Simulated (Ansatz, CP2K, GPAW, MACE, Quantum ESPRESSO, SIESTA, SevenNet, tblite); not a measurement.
# Running random rock-salt alloy of NbC and TiC (64 atoms) with CP2K, part 2 of 2

Wanted: CP2K inputs and outputs for random rock-salt alloy of NbC and TiC (64 atoms), checked against a plane-wave reference.

Program: CP2K 2026.2; the method stands at each step. Banners and routine set-up lines are dropped from the logs; longer cuts are marked.

So far. Step 2 (PBE, DZVP-MOLOPT-SR, 800/50 Ry, diagonalisation): Forces lie 2.6 % from the reference's, at 1.9 times its CPU time (on 4 against 2 cores).

**3. PBE, SZV-MOLOPT-SR, 800/50 Ry, diagonalisation**

Method: Kohn-Sham DFT, PBE, GTH-PBE pseudopotentials, Gaussian and plane waves, SZV-MOLOPT-SR-GTH, diagonalisation.

Input file input.inp:

```
&GLOBAL
  PROJECT cell
  RUN_TYPE ENERGY_FORCE
  PRINT_LEVEL LOW
&END GLOBAL
&FORCE_EVAL
  METHOD QS
  STRESS_TENSOR ANALYTICAL
  &DFT
    BASIS_SET_FILE_NAME BASIS_MOLOPT
    POTENTIAL_FILE_NAME GTH_POTENTIALS
    &MGRID
      CUTOFF 800
      REL_CUTOFF 50
      NGRIDS 5
    &END MGRID
    &QS
      EPS_DEFAULT 1.0E-12
    &END QS
    &SCF
      SCF_GUESS ATOMIC
      EPS_SCF 5.0E-06
      MAX_SCF 200
      ADDED_MOS 32
      &DIAGONALIZATION
        ALGORITHM STANDARD
      &END DIAGONALIZATION
      &SMEAR ON
        METHOD FERMI_DIRAC
        ELECTRONIC_TEMPERATURE [K] 580
      &END SMEAR
      &MIXING
        METHOD BROYDEN_MIXING
        ALPHA 0.15
        NBROYDEN 12
      &END MIXING
      &PRINT
        &RESTART OFF
        &END RESTART
      &END PRINT
    &END SCF
    &XC
      &XC_FUNCTIONAL PBE
      &END XC_FUNCTIONAL
    &END XC
    &PRINT
      &MULLIKEN ON
      &END MULLIKEN
      &HIRSHFELD ON
        SHAPE_FUNCTION DENSITY
      &END HIRSHFELD
      &MO ON
        EIGENVALUES T
        OCCUPATION_NUMBERS T
        MO_INDEX_RANGE 251 274
        &EACH
          QS_SCF 0
        &END EACH
        ADD_LAST NUMERIC
      &END MO
    &END PRINT
  &END DFT
  &SUBSYS
    &CELL
      A 8.76240 0.00000 0.00000
      B 0.00000 8.76240 0.00000
      C 0.00000 0.00000 8.76240
    &END CELL
    &COORD
      Ti 0.01402 0.02208 0.01910
      C 2.21943 0.00105 0.01367
      Nb 8.73410 2.17886 2.21733
      C 2.20716 2.21908 2.18210
      Ti 2.19095 0.01717 2.18052
      C 8.74470 0.05012 2.17518
      Ti 2.12918 2.22784 8.75776
      C 0.01849 2.20050 8.76012
      Ti 8.74619 0.00692 4.36613
      C 2.22556 0.04740 4.34501
      Ti 0.00131 2.23836 6.59581
      C 2.20357 2.23336 6.59152
      Ti 2.23546 8.74768 6.55173
      C 8.73489 0.04802 6.56768
      Nb 2.22223 2.20830 4.36026
      C 8.74873 2.13846 4.40241
      Nb 0.01901 4.40074 8.75986
      C 2.18727 4.36683 8.72078
      Nb 8.70737 6.56803 2.19262
      C 2.18674 6.53316 2.19735
[... 40 atom lines left out ...]
      Ti 6.58459 4.38856 6.55489
      C 4.34282 4.39023 6.56286
      Ti 6.54008 6.62069 4.39277
      C 4.37165 6.56978 4.41310
    &END COORD
    &KIND Ti
      BASIS_SET SZV-MOLOPT-SR-GTH-q12
      POTENTIAL GTH-PBE-q12
    &END KIND
    &KIND C
      BASIS_SET SZV-MOLOPT-SR-GTH-q4
      POTENTIAL GTH-PBE-q4
    &END KIND
    &KIND Nb
      BASIS_SET SZV-MOLOPT-SR-GTH-q13
      POTENTIAL GTH-PBE-q13
    &END KIND
  &END SUBSYS
  &PRINT
    &FORCES ON
    &END FORCES
    &STRESS_TENSOR ON
    &END STRESS_TENSOR
  &END PRINT
&END FORCE_EVAL
```

Started as:

```
> OMP_NUM_THREADS=2 cp2k.psmp -i input.inp > output.txt
```

What it wrote:

```text
CP2K| version string:                                       CP2K version 2026.2
 CP2K| Input file name                                                 input.inp
 GLOBAL| Basis set file name                                        BASIS_MOLOPT
 GLOBAL| Potential file name                                      GTH_POTENTIALS
 GLOBAL| Run type                                                   ENERGY_FORCE
 GLOBAL| Total number of message passing processes                             1
 GLOBAL| Number of threads for this process                                    2
 TOTAL NUMBERS AND MAXIMUM NUMBERS
  Total number of            - Atomic kinds:                                   3
                             - Atoms:                                         64
[... lines left out ...]
                        Smear method:                                FERMI_DIRAC
[... lines left out ...]
 Number of electrons:                                                        524
[... lines left out ...]
  Step     Update method      Time    Convergence         Total energy    Change
[... lines left out ...]
  *** SCF run converged in    17 steps ***
[... lines left out ...]
  Fermi energy:                                                 0.543471
  Total energy:                                             -2029.181396
  Total energy (extrapolated to T->0):                      -2029.173977
[... lines left out ...]
 MO| E(Fermi):            0.543471 a.u.         14.788587 eV
[... lines left out ...]
 !-----------------------------------------------------------------------------!
 !-----------------------------------------------------------------------------!
                           Hirshfeld Charges
  #Atom  Element  Kind  Ref Charge     Population                    Net charge
      1       Ti     1      12.000         11.788                         0.212
      2       C      2       4.000          4.290                        -0.290
      3       Nb     3      13.000         12.544                         0.456
[...]
63       Ti     1      12.000         11.780                         0.220
     64       C      2       4.000          4.299                        -0.299
  Total Charge                                                            0.000
 !-----------------------------------------------------------------------------!
 ENERGY| Total FORCE_EVAL ( QS ) energy [hartree]          -2029.181398
 FORCES| Atomic forces [hartree/bohr]
 FORCES|   Atom     x               y               z               |f|
 FORCES|      1  8.06730414E-03 -2.86001459E-03 -1.24531009E-02   1.51109497E-02
 FORCES|      2 -8.32537344E-03  6.02696027E-03 -2.53188681E-03   1.05852040E-02
 FORCES|      3  2.14561035E-03  1.22118166E-03 -4.07718843E-03   4.76638164E-03
[...]
FORCES|     63 -1.60012120E-03 -7.19196366E-03  1.10642756E-02   1.32929652E-02
 FORCES|     64  1.13762194E-02  1.30530132E-02 -8.73719739E-03   1.93942811E-02
 FORCES| Sum    -1.45398954E-05 -4.94182962E-05 -6.16813169E-05
 FORCES| Total atomic force                                       8.03626867E-05
 STRESS| Analytical stress tensor [bar]
 STRESS|                        x                   y                   z
 STRESS|      x       -1.40554896331E+05  -6.65474381077E+02   1.83082983695E+03
 STRESS|      y       -6.65474381077E+02  -1.41963184764E+05  -3.17296778085E+02
 STRESS|      z        1.83082983695E+03  -3.17296778085E+02  -1.53977106506E+05
 STRESS| 1/3 Trace                                            -1.45498395867E+05
```

Run time: 2.9 min. Hardware: 2 threads of Arm Neoverse V1, shared host; peak memory 2.9 GiB; 5.4 min of CPU time.

Against the reference:

```
r.m.s. force component                  : 0.5365 eV/Å
r.m.s. difference of force components   : 169.6 meV/Å
longest difference of force vectors     : 680.6 meV/Å
force difference over r.m.s. force      : 32.64 %
slope of forces against the reference's : 0.9798
correlation of force components         : 0.9489
pressure                                : -14.55 GPa
pressure difference                     : -17.49 GPa
```

This is a coarse setting, run to see what it loses.

Against the first run (2.6 %), the force difference from the reference is 33 %, at 0.37 times the CPU time (on 2 against 4 cores), with 448 basis functions against 1248: the smaller basis costs accuracy.

**4. Side by side**

Differences are against the plane-wave reference, forces as r.m.s. over components; share is that over the reference's r.m.s. force, slope the least-squares factor from reference forces to these. Total energies of different programs have different zeros and aren't compared.

```csv
run,"Δ force, r.m.s. (meV/Å)",share (%),slope,Δ pressure (GPa),cores,CPU time,memory (GiB)
reference,-,-,-,-,2,7.6 min,1.4
"CP2K PBE, DZVP-MOLOPT-SR, 800/50 Ry, diagonalisation",13.3,2.56,1.003,-1.10,4,15 min,6.0
"CP2K PBE, SZV-MOLOPT-SR, 800/50 Ry, diagonalisation (coarse)",170,32.6,0.980,-17.5,2,5.4 min,2.9
```

Rows marked coarse use a setting chosen to be so.

CPU time is summed over cores on a shared host, where runs went side by side, so it is rough. Symmetry, cutoffs, thresholds, outputs and thread counts weren't matched or tuned between programs; memory under MPI is the largest rank's times the ranks.

A second geometry, displaced anew (every atom was moved at random, 0.04 Å r.m.s. a Cartesian component (hydrogen 0.6 of that)), gives an energy difference that all programs can be tested on. The reference puts it at 33.10 meV/atom.

```csv
run,energy less the first geometry's (meV/atom),error (meV/atom),force share at the second geometry (%)
"CP2K PBE, DZVP-MOLOPT-SR, 800/50 Ry, diagonalisation",33.13,0.0312,1.85
"CP2K PBE, SZV-MOLOPT-SR, 800/50 Ry, diagonalisation",30.25,-2.86,24.8
```

**5. Outcome**

```
nearest in forces : CP2K PBE, DZVP-MOLOPT-SR, 800/50 Ry, diagonalisation, 2.6 %
its CPU time      : 15 min
```

In words: The PBE run in local orbitals, coarse settings apart, differs by 2.6 % (CP2K PBE, DZVP-MOLOPT-SR, 800/50 Ry, diagonalisation); basis, grid and potentials can all enter. Runs with settings chosen to be coarse differ by 33 % (CP2K PBE, SZV-MOLOPT-SR, 800/50 Ry, diagonalisation), their programs' other errors included. None of the electronic-structure runs in the table takes under half the reference's CPU time of 7.6 min; they take 0.72 to 1.9 times as much. In pressure, CP2K PBE, SZV-MOLOPT-SR, 800/50 Ry, diagonalisation misses by -17.5 GPa, at the same functional. The energy difference between the two geometries, 33.1 meV/atom in the reference, is met best by CP2K PBE, DZVP-MOLOPT-SR, 800/50 Ry, diagonalisation (+0.0312) and worst by CP2K PBE, SZV-MOLOPT-SR, 800/50 Ry, diagonalisation (coarse) (-2.86). The reference's pressure holds the uncorrected Pulay stress of its 45 Ry basis, so small pressure differences, and their order, may be the reference's own error. The host structure and its lattice constant were typed by rule, without a check against the phase diagram. The reference's pressure of 2.9 GPa belongs to unrelaxed atoms and would change as they relax. The electronic-structure runs sample only Γ, in a cell whose shortest periodic width is 9 Å.

[Long decimals in the printed logs are rounded to 6 places.]

[Also dropped from logs without a mark: lines with file paths, logging warnings of Python, QE's lines on negative density and diagonalisation, SIESTA's first energy breakdown, zero terms and Voronoi charges.]

[Logs are printed without paths, hosts, clocks, repeated set-up lines and the standing remarks that a program may print on its own settings, such as how far it seeks lower states.]

[Hosts, paths, dates, database ids (printed as entryN), source tags and the programs' standing remarks are cut or masked in the printed files.]

[Most failed runs of this program on this cell are left out, timed-out ones always.]
